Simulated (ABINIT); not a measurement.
# TiNF (Pmmn): a self-consistent loop beyond G0W0, cycle by cycle, part 2 of 2

Wanted: G0W0 and self-consistent gaps of TiNF (Pmmn), with the cost of the cycles.

ABINIT 10.8.3; LDA and many-body steps on it, plane waves. Known limits of the many-body steps: not at the basis limit; coarse k mesh.

So far. Step 10 (evGW, cycle 1): Against G0W0 in ABINIT (4×2×1 mesh, 87 bands, screening to 106.1 eV, Godby-Needs plasmon pole), the gap moves by +0.739 eV. Step 13 (evGW, cycle 2): Against the cycle before, the gap moves by +0.085 eV.

### 16. evGW, cycle 3

This step: evGW on LDA, plane waves, norm-conserving pseudopotentials.

Input file run.abi:

```
acell 3*1.0 Angstrom
rprim 
  3.062004000000 0.000000000000 0.000000000000
  0.000000000000 3.964387000000 0.000000000000
  0.000000000000 0.000000000000 7.870826000000
ntypat 3
znucl 22 7 9
natom 6
typat 1 1 2 2 3 3
xred 
  0.500000000000 0.000000000000 0.895914000000
  0.000000000000 0.500000000000 0.104086000000
  0.500000000000 0.500000000000 0.939316000000
  0.000000000000 0.000000000000 0.060684000000
  0.000000000000 0.000000000000 0.724624000000
  0.500000000000 0.500000000000 0.275376000000
pp_dirpath "pseudos"
pseudos "Ti.upf, N.upf, F.upf"
ecut 38
ngkpt 4 2 1
nshiftk 1
shiftk 0 0 0
kptopt 1
chksymbreak 0
istwfk *1
occopt 1
irdwfk 1
optdriver 4
nband 87
gwcalctyp 10
ecutsigx 38
symsigma 1
nkptgw 6
kptgw 
  0.0000000000 0.0000000000 0.0000000000
  0.2500000000 0.0000000000 0.0000000000
  0.5000000000 0.0000000000 0.0000000000
  0.0000000000 0.5000000000 0.0000000000
  0.2500000000 0.5000000000 0.0000000000
  0.5000000000 0.5000000000 0.0000000000
bdgw 
  13 30
  13 30
  13 30
  13 30
  13 30
  13 30
ecuteps 3.9
irdscr 1
ppmodel 1
irdqps 1
indata_prefix "in"
outdata_prefix "out"
tmpdata_prefix "tmp"
```

Launch:

```console
$ OMP_NUM_THREADS=1 mpirun -n 4 abinit run.abi > log
```

It took 55 s on 4 MPI ranks of Arm Neoverse V2, shared host; peak memory 2.1 GiB.

This step gave:

```yaml
quasiparticle_gap_on_the_mesh: 2.524 eV
gap_of_the_density_functional_on_the_mesh: 0.6504 eV
k_of_the_valence_top: 0, 0, 0
k_of_the_conduction_bottom: 0, 0, 0
least_direct_quasiparticle_gap_on_the_computed_points: 2.524 eV
```

Against the cycle before, the gap moves by +0.013 eV.

### 17. Screening, 4×2×1 mesh, 87 bands, screening to 106.1 eV

This step: RPA screening on LDA, plane waves, norm-conserving pseudopotentials.

Edit run.abi of step 16 so:

```diff
@@ -27,26 +27,13 @@
 irdwfk 1
-optdriver 4
+optdriver 3
 nband 87
+ecuteps 3.9
+inclvkb 2
+awtr 1
+symchi 1
 gwcalctyp 10
-ecutsigx 38
-symsigma 1
-nkptgw 6
-kptgw 
-  0.0000000000 0.0000000000 0.0000000000
-  0.2500000000 0.0000000000 0.0000000000
-  0.5000000000 0.0000000000 0.0000000000
-  0.0000000000 0.5000000000 0.0000000000
-  0.2500000000 0.5000000000 0.0000000000
-  0.5000000000 0.5000000000 0.0000000000
-bdgw 
-  13 30
-  13 30
-  13 30
-  13 30
-  13 30
-  13 30
-ecuteps 3.9
-irdscr 1
-ppmodel 1
-irdqps 1
+mbpt_sciss 2.082 eV
+nqptdm 1
+qptdm 
+  0 0 0
 indata_prefix "in"
```

It took 13 s on 4 MPI ranks; peak memory 1.2 GiB; 52 s of CPU time.

Numbers from this step:

* ε∞ with local fields, on this mesh, along the program's q direction: 5.720
* the same without local fields: 6.276
* plasma frequency: 26.32 eV
* plane waves in the screening matrix: 247

This screening uses the functional's bands under a rigid shift, the mean opening of the cycle before.

### 18. Screening, 4×2×1 mesh, 87 bands, screening to 106.1 eV

This step: RPA screening on LDA from quasiparticle energies, plane waves, norm-conserving pseudopotentials.

Edit run.abi of step 17 so:

```diff
@@ -33,7 +33,11 @@
 symchi 1
+irdqps 1
 gwcalctyp 10
-mbpt_sciss 2.082 eV
-nqptdm 1
+nqptdm 5
 qptdm 
-  0 0 0
+  0.2500000000 0.0000000000 0.0000000000
+  0.5000000000 0.0000000000 0.0000000000
+  0.0000000000 0.5000000000 0.0000000000
+  0.2500000000 0.5000000000 0.0000000000
+  0.5000000000 0.5000000000 0.0000000000
 indata_prefix "in"
```

Input file mrgscr.stdin:

```
2
merged
q0_SCR
out_SCR
1
```

Launch:

```console
$ OMP_NUM_THREADS=1 mpirun -n 4 abinit run.abi > log; mrgscr < mrgscr.stdin
```

The job ended after 11 s (4 MPI ranks; peak memory 1 GiB; 42 s of CPU time).

Numbers from this step:

```
plasma frequency                    : 26.32 eV
plane waves in the screening matrix : 247
```

This screening reads the quasiparticle levels of the cycle before.

### 19. evGW, cycle 4

This step: evGW on LDA, plane waves, norm-conserving pseudopotentials.

Edit run.abi of step 18 so:

```diff
@@ -27,12 +27,10 @@
 irdwfk 1
-optdriver 3
+optdriver 4
 nband 87
-ecuteps 3.9
-inclvkb 2
-awtr 1
-symchi 1
-irdqps 1
 gwcalctyp 10
-nqptdm 5
-qptdm 
+ecutsigx 38
+symsigma 1
+nkptgw 6
+kptgw 
+  0.0000000000 0.0000000000 0.0000000000
   0.2500000000 0.0000000000 0.0000000000
@@ -42,2 +40,13 @@
   0.5000000000 0.5000000000 0.0000000000
+bdgw 
+  13 30
+  13 30
+  13 30
+  13 30
+  13 30
+  13 30
+ecuteps 3.9
+irdscr 1
+ppmodel 1
+irdqps 1
 indata_prefix "in"
```

Launch:

```console
$ OMP_NUM_THREADS=1 mpirun -n 4 abinit run.abi > log
```

Wall time 56 s (4 MPI ranks); peak memory 2 GiB.

Numbers from this step:

```
quasiparticle gap on the mesh                         : 2.528 eV
gap of the density functional on the mesh             : 0.6504 eV
k of the valence top                                  : 0, 0, 0
k of the conduction bottom                            : 0, 0, 0
least direct quasiparticle gap on the computed points : 2.528 eV
```

Against the cycle before, the gap moves by +0.004 eV.

### 20. The runs together

Times are wall times on 4 MPI ranks of Arm Neoverse V2, shared host, good to a factor of about two. A run's time includes the screening step that it read.

| run | mesh | bands | screening cutoff (eV) | DFT gap (eV) | gap on the mesh (eV) | direct (eV) | ε∞ used | time |
| --- | --- | --- | --- | --- | --- | --- | --- | --- |
| G0W0 | 4×2×1 | 87 | 106.1 | 0.650 | 1.687 | 1.687 | 12.16 | 26 s |
| evGW0, cycle 1 | 4×2×1 | 87 | 106.1 | 0.650 | 2.039 | 2.039 | 12.16 | 78 s |
| evGW0, cycle 2 | 4×2×1 | 87 | 106.1 | 0.650 | 1.977 | 1.977 | 12.16 | 77 s |
| evGW0, cycle 3 | 4×2×1 | 87 | 106.1 | 0.650 | 1.971 | 1.971 | 12.16 | 77 s |
| evGW, cycle 1 | 4×2×1 | 87 | 106.1 | 0.650 | 2.426 | 2.426 | 6.47 | 78 s |
| evGW, cycle 2 | 4×2×1 | 87 | 106.1 | 0.650 | 2.511 | 2.511 | 5.84 | 78 s |
| evGW, cycle 3 | 4×2×1 | 87 | 106.1 | 0.650 | 2.524 | 2.524 | 5.74 | 78 s |
| evGW, cycle 4 | 4×2×1 | 87 | 106.1 | 0.650 | 2.528 | 2.528 | 5.72 | 80 s |

### 21. Results

| Property | Result |
| --- | --- |
| G0W0 | 1.687 eV |
| evGW0, cycle 1 | 2.039 eV |
| evGW0, cycle 2 | 1.977 eV |
| evGW0, cycle 3 | 1.971 eV |
| evGW, cycle 1 | 2.426 eV |
| evGW, cycle 2 | 2.511 eV |
| evGW, cycle 3 | 2.524 eV |
| evGW, cycle 4 | 2.528 eV |
| known limits | not at the basis limit; coarse k mesh |

Only the bands that the input lists are updated; the others, empty or deep, keep the functional's energies or take a rigid shift. The evGW loop starts from the last levels of evGW0, so its cycles and time come on top of those. evGW0 ends at 1.97 eV, +0.28 eV from G0W0, after 3 cycles that took 2.8 min beside the first screening; the last moved the gap by 0.006 eV. evGW ends at 2.53 eV, +0.84 eV from G0W0, after 4 cycles that took 5.2 min beside the first screening; the last moved the gap by 0.004 eV. The first cycle of evGW0 takes the full correction, without the factor Z, so it overshoots the one-shot value. Bands and cutoff are finite, so the gap is not at the basis limit. The miss can reach some tenths of an eV and take either sign; the mesh is an error of its own. The 4×2×1 mesh is coarse for this cell, which bears on the long-range parts of exchange and screening. In the updated screening the q = 0 part is built from Kohn-Sham bands under a rigid shift, the other q from the quasiparticle levels.

[Paths, hosts, dates, memory and timing lines, banners, echoed tables and standing remarks are left out of the program output.]

[Logs are printed without paths, hosts, clocks, repeated set-up lines and the standing remarks that a program may print on its own settings, such as how far it seeks lower states.]

[Runs of the session that timed out or met a known fault of the program may be left out.]

[Hosts, paths, dates, database ids (printed as entryN), source tags and the programs' standing remarks are cut or masked in the printed files.]

[G0W0 gaps are taken among the corrected bands and points alone; a level outside them can change the order at an edge.]

[Where Ansatz stands beside ABINIT at settings called matched, ABINIT's density can come from a denser mesh and the files from another edition; pairs whose starting gaps differed by over 0.03 eV were left out, so agreement reads better than it is.]
